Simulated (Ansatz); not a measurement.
# 1T-SiO2 monolayer in a perpendicular field, part 3 of 3

Aim: how the 1T-SiO2 monolayer screens a field along its normal, and what the field does to its bands. A positive field points along +c.

Ansatz 0.2.0; plane-wave DFT, PBE-D4, Ansatz PAW.

So far, gap along the path (eV): step 3 (atoms held, field 0) 6.74; step 5 (field -0.05 V/Å) 6.74; step 6 (field 0.1 V/Å) 6.74; step 7 (field 0.2 V/Å) 6.73; step 8 (field 0.3 V/Å) 6.71.

## 9. Response, atoms held

This step: plane-wave DFT, PBE-D4, Ansatz PAW; response to a field along the normal, atoms held (Ansatz 0.2.0).

The dipoles give the slope, and the difference of two potentials shows where the field is screened.

Numbers from this step:

| Item | Value |
| --- | --- |
| equivalent conductor thickness p/(ε₀AE) | 2.725 Å |
| distance between the outer atoms | 1.835 Å |

The dipole of the cell by applied field:

| applied field (V/Å) | dipole of the cell (e·Å) |
| --- | --- |
| -0.050 | -0.00470 |
| 0.000 | 2.3e-7 |
| 0.050 | 0.00470 |
| 0.100 | 0.00941 |
| 0.200 | 0.0188 |
| 0.300 | 0.0282 |

Local field over the applied field, running mean. From the potentials at -0.05 and 0.05 V/Å; running mean over 2.5 Å. The local field over applied field by z:

| z (Å) | local field over applied field |
| --- | --- |
| 4.5 | 1.000 |
| 5.0 | 1.000 |
| 5.5 | 0.998 |
| 6.0 | 0.993 |
| 6.5 | 0.975 |
| 7.0 | 0.922 |
| 7.5 | 0.811 |
| 8.0 | 0.664 |
| 8.5 | 0.511 |
| 9.0 | 0.381 |
| 9.5 | 0.275 |
| 10.0 | 0.247 |
| 10.5 | 0.303 |
| 11.0 | 0.423 |
| 11.5 | 0.559 |
| 12.0 | 0.715 |
| 12.5 | 0.853 |
| 13.0 | 0.945 |
| 13.5 | 0.984 |
| 14.0 | 0.995 |
| 14.5 | 0.999 |
| 15.0 | 1.000 |
| 15.5 | 1.000 |

The induced electron density oscillates, so the rows of the table below give means over windows of 0.73 Å about each position, cut where the curve ends. Its maxima inside the range that stand out by 2 % of the span (Å: e/Å³ per V/Å): 8.37: 0.0038, 9.11: 0.00187, 10.28: 0.00158, 11.02: -0.0011. Its minima: 8.82: 0.0011, 9.70: -0.00158, 10.73: -0.00187, 11.46: -0.00380.

Electrons, planar mean, per unit field. Induced electron density against z; means over each step:

| z (Å) | induced electron density (e/Å³ per V/Å) |
| --- | --- |
| 4.48 | 3.6e-7 |
| 5.21 | 3.0e-6 |
| 5.94 | 2.4e-5 |
| 6.67 | 1.7e-4 |
| 7.40 | 9.7e-4 |
| 8.13 | 0.00312 |
| 8.86 | 0.00178 |
| 9.59 | -6.1e-4 |
| 10.32 | 4.6e-4 |
| 11.05 | -0.00198 |
| 11.78 | -0.00294 |
| 12.51 | -8.3e-4 |
| 13.24 | -1.4e-4 |
| 13.97 | -2.0e-5 |
| 14.70 | -2.5e-6 |
| 15.43 | -3.3e-7 |

The smaller of the gaps on the path and on the k-mesh, counted as 0 under 0.03 eV; in a wide-gap layer a fall can come from a state in the tilted vacuum. The gap by applied field:

| applied field (V/Å) | gap (eV) |
| --- | --- |
| -0.050 | 6.74 |
| 0.000 | 6.74 |
| 0.050 | 6.74 |
| 0.100 | 6.74 |
| 0.200 | 6.73 |
| 0.300 | 6.71 |

By hand: between -0.05 and 0.05 V/Å the dipole changes by 0.009409 e·Å, a slope of 0.09409 e·Å²/V. A perfect conductor of thickness t has p = ε₀AEt, so t = 180.95 × 0.09409 / 6.249 = 2.72 Å (e/ε₀ = 180.95 V·Å, A in Å²).

The induced dipole is that of a conductor 2.72 Å thick.

## 10. Varying the input: efield.ramp_width = 0.15

This step: plane-wave DFT, PBE-D4, Ansatz PAW (Ansatz 0.2.0).

A run with a changed input: it repeats the earlier run at 0.05 V/Å with efield.ramp_width from 0.06 to 0.15.

Contents of input.yaml:

```yaml
crystal:
  lattice:
    - [2.6861274031, 0.0, 0.0]
    - [-1.3430637016, 2.3262545689, 0.0]
    - [0.0, 0.0, 19.835069394]
  atoms:
    - { symbol: O, position: [0.6666666667, 0.3333333333, 0.4537417955] }
    - { symbol: Si, position: [0.0, 0.0, 0.5] }
    - { symbol: O, position: [0.3333333333, 0.6666666667, 0.5462582045] }
kpoints:
  mp_grid: { grid: [24, 24, 1] }
  band_path:
    path: [[0, 0, 0], [0.5, 0, 0], [0.33333333, 0.33333333, 0], [0, 0, 0]]
    npoints: 16
hamiltonian:
  xc: pbe
  dispersion: d4
scf:
  occupations: { method: fermi_dirac, width: 0.05 }
  convergence: { dr2_threshold: 1.0e-10 }
efield:
  axis: 3
  dipole_correction: true
  ramp_position: 0.97
  ramp_width: 0.15
  amplitude: 0.05
output:
  write_potential: true
  write_density: true
  volumetric_format: npy
```

Started as:

```bash
ansatz run input.yaml --threads 2 --pin off --max-ram 3072MiB --backend cpu --events-out ev --progress --plain --runs-dir out
```

Numbers of over 12 decimals in the logs are rounded to 6 here.

What it wrote:

```text
[...]
Crystal: 3 atoms, lattice volume = 123.942 Å³
Basis set: ecut = 420 eV, 2485 PW (Γ)
Bands: 12, of which v1, the nominal top of the filled ones, is band 8 counted from 1 (7 counted from 0)
Symmetry: 6 space group operations
k-points: 61 of 576 (time reversal used)
[...]
SCF iter   1: F=—  HF=-1775.706593 eV  |F-HF|=—  |Δ(HF+E_count)|=         —  Δρ=7.97e-2  dr2=6.83e0  ethr=3.10e-3  p=0.006 e·Å  D=9.40e-3 V/Å  ΔV_dip=-0.19 eV  dr2_dipole=1.74e-5  V_vac-E_F(+/−)=8.44/7.82 eV  ⟨swp⟩=9.4  Hψ=6792  notcnv=0
[...]
SCF iter  11: F=-1773.632156 eV  HF=-1773.632156 eV  |F-HF|=7.73e-12  |Δ(HF+E_count)|=  1.32e-11  Δρ=1.02e-7  dr2=5.46e-12  ethr=1.00e-12  p=0.005 e·Å  D=6.86e-3 V/Å  ΔV_dip=-0.14 eV  dr2_dipole=2.69e-13  V_vac-E_F(+/−)=5.88/5.21 eV  ⟨swp⟩=6.3  Hψ=3522  notcnv=0
SCF 1 converged in 11 iterations: F = -1773.632156 eV  dr2 = 5.46e-12
[...]
SCF converged after 11 iterations
Free energy (F): -1773.632156 eV
[...]
Internal energy: -1773.632156 eV  (E = F + TS)
E sigma→0 (E₀):  -1773.632156 eV
Fermi energy:    -2.161244 eV
Dipole field:    D = 0.006864 V/Å  (p = 0.004702 e·Å, saw-weighted, corrected)
Work function:   not extracted (applied field tilts the vacuum); planar V_es + V_field profile in the machine report
[...]
--- Band table (eV; the first three rows and the last of 61) ---
  k-point 0: bands = [... 4 lower, -7.5317, -6.4652, -6.4652, -6.2115, 1.1112, 2.8303, 3.0921, 3.3351]
  k-point 1: bands = [... 4 lower, -7.5796, -6.5675, -6.4589, -6.1227, 1.2258, 2.8958, 3.1603, 3.3924]
  k-point 2: bands = [... 4 lower, -7.7109, -6.8554, -6.4491, -5.9528, 1.5393, 3.0632, 3.3561, 3.5800]
  k-point 60: bands = [... 4 lower, -11.1488, -9.5448, -6.2501, -6.2356, 5.0874, 8.4265, 8.4273, 8.4292]
```

The job ended after 6.6 s (2 threads of Intel Xeon 6975P-C (Granite Rapids), shared host; peak memory 0.46 GiB; 12 s of CPU time).

Numbers from this step:

```
gap on the k-mesh                  : 6.746 eV
dipole along the normal            : 0.004702 e·Å
gap along the path                 : 6.742 eV
smallest direct gap along the path : 7.323 eV
gap, the smaller of path and mesh  : 6.742 eV
```

The electronic bands at the labelled points (eV, zero at the Fermi level of the run, which the smearing sets inside the gap):

| point | band 5 | band 6 | band 7 | band 8 | band 9 | band 10 | band 11 | band 12 |
| --- | --- | --- | --- | --- | --- | --- | --- | --- |
| Γ | -5.37 | -4.30 | -4.30 | -4.05 | 3.27 | 4.99 | 5.25 | 5.50 |
| halfway | -6.41 | -6.03 | -4.43 | -3.53 | 5.43 | 6.19 | 6.77 | 7.29 |
| M | -7.14 | -5.11 | -4.74 | -4.28 | 4.70 | 7.07 | 9.27 | 11.16 |
| halfway | -8.31 | -6.19 | -4.50 | -3.97 | 6.09 | 8.40 | 9.76 | 11.32 |
| K | -8.99 | -7.38 | -4.09 | -4.07 | 7.25 | 10.59 | 10.59 | 10.59 |
| halfway | -7.21 | -5.30 | -5.17 | -3.48 | 6.11 | 6.98 | 7.18 | 7.96 |
| Γ | -5.37 | -4.30 | -4.30 | -4.05 | 3.27 | 4.99 | 5.25 | 5.50 |

The electronic bands as a text plot (rows in eV, shown from -11.4 to 5.5 only):

```
    5.1 |++++++ ++++++++++     +++                     +++  +++++
    4.4 |    +++          +++++                           ++
    3.7 |  ++                                               +++
    3.0 |++                                                    ++
    2.3 |
    1.6 |
    0.9 |
    0.2 |
   -0.5 |
   -1.2 |
   -1.9 |
   -2.6 |
   -3.3 |    *********                         *************
   -4.0 |**********   *************************             *****
   -4.7 |  **      ******************        ****     *********
   -5.4 |********       **********               *********  *****
   -6.1 |  **  *********          ***          **         *****
   -6.9 |    **     ***********      **     ***       ******
   -7.6 |    ******            ***     *****    ******   ***
   -8.3 |****   ******            ***        ***      ****  *****
   -9.0 |          *  ****         **********      ***
   -9.7 |           **    *********          *******
  -10.4 |             **                       **
  -11.1 |               ***********************
         Γ                   M           K                      Γ
```

| quantity | this run | earlier run | difference |
| --- | --- | --- | --- |
| dipole along the normal (e·Å) | 0.004702 | 0.004705 | -3.4e-6 |
| gap along the path (eV) | 6.742 | 6.742 | 1.3e-5 |
| smallest direct gap along the path (eV) | 7.323 | 7.323 | 1.3e-5 |
| gap on the k-mesh (eV) | 6.746 | 6.746 | 1.4e-5 |

Nothing in the table moves by 0.01 in its unit (for the dipole 0.5 % and 5e-5 e·Å).

## 11. The same run with other settings

An input spoilt on purpose, to show how the run answers: it repeats the earlier run at 0.05 V/Å with efield.axis from 3 to 1, and scf.max_iter set to 80.

Edit input.yaml of step 10 so:

```diff
@@ -20,7 +20,8 @@
   convergence: { dr2_threshold: 1.0e-10 }
+  max_iter: 80
 efield:
-  axis: 3
+  axis: 1
   dipole_correction: true
   ramp_position: 0.97
-  ramp_width: 0.15
+  ramp_width: 0.06
   amplitude: 0.05
```

What it wrote:

```text
Engine: ansatz 0.2.0, x86_64-unknown-linux-gnu
Pseudopotentials: kind: paw
Pseudopotential: O, paw, valence charge 6, recommended cutoff 420 eV (normal), O.paw.azcp
Pseudopotential: Si, paw, valence charge 4, recommended cutoff 420 eV (normal), Si.paw.azcp
Functional definition: PBE
  parameter kappa = 0.804
  parameter beta = 0.066725
  exchange = pbe_x(kappa = kappa, mu = beta*pi^2/3)
  correlation = pbe_c(beta = beta)
Crystal: 3 atoms, lattice volume = 123.942 Å³
Basis set: ecut = 420 eV, 2485 PW (Γ)
Bands: 12, of which v1, the nominal top of the filled ones, is band 8 counted from 1 (7 counted from 0)
Symmetry: 2 space group operations
k-points: 157 of 576 (time reversal used)
Non-local potential: O, projectors of the file, l = 0: 2, l = 1: 2, l = 2: 1
Non-local potential: Si, projectors of the file, l = 0: 2, l = 1: 2, l = 2: 2
PAW form: soft (Blöchl's): semilocal exchange-correlation on the pseudo side does not see the compensation charge
PAW one-centre angular grid: O, 110 points (default); XC on 64 Gauss nodes
PAW one-centre angular grid: Si, 110 points (default); XC on 64 Gauss nodes
Initial density: superposition of atomic densities (neutral atoms: chi_scale 0, normalization atom, screened)
Initial wavefunctions: pseudopotential atomic-orbital guess
Functional: x = pbe(κ = 0.804, μ = 0.219515), c = pbe(β = 0.066725)
Error: efield: ion 1 (Si) at fractional coordinate 0.0000 along the field axis lies inside the sawtooth ramp with 2 of the planes that the density is read on at each end, [0.8589, 0.1411] — the ramp must sit in vacuum (an ion there feels the fictitious reversed slope); set or move the ramp (efield.ramp_position / ramp_width) or move the geometry
```

The job ended after 0.34 s (2 threads; peak memory 0.3 GiB).

The input was rejected at the start.

The program's message: “Error: efield: ion 1 (Si) at fractional coordinate 0.0000 along the field axis lies inside the sawtooth ramp with 2 of the planes that the density is read on at each end, [0.8589, 0.1411] — the ramp m …”

The fault put into the input: the field along an axis without vacuum.

## 12. Results

```
gap without field                          : 6.74 eV
ionisation energy, upper face              : 8.99 eV
electron affinity, upper face              : 2.25 eV
equivalent conductor thickness, atoms held : 2.72 Å
```

**Reading.** The induced dipole equals that of a perfect conductor 2.72 Å thick, while the outer atoms lie 1.84 Å apart; an out-of-plane ε follows only once a thickness t is chosen, by 1 − 1/ε = 2.72 Å / t. The gap goes from 6.74 eV to 6.71 eV at 0.3 V/Å. Semilocal functionals give gaps that are too small, and excitons are not included.

[Logs are printed without paths, hosts, clocks, repeated set-up lines and the standing remarks that a program may print on its own settings, such as how far it seeks lower states.]

[Hosts, paths, dates, database ids (printed as entryN), source tags and the programs' standing remarks are cut or masked in the printed files.]

[Maps of the electrostatic potential energy from Ansatz leave out the sawtooth potential of an applied field or a dipole correction, so their vacuum need not be flat; planar profiles and work functions include it.]
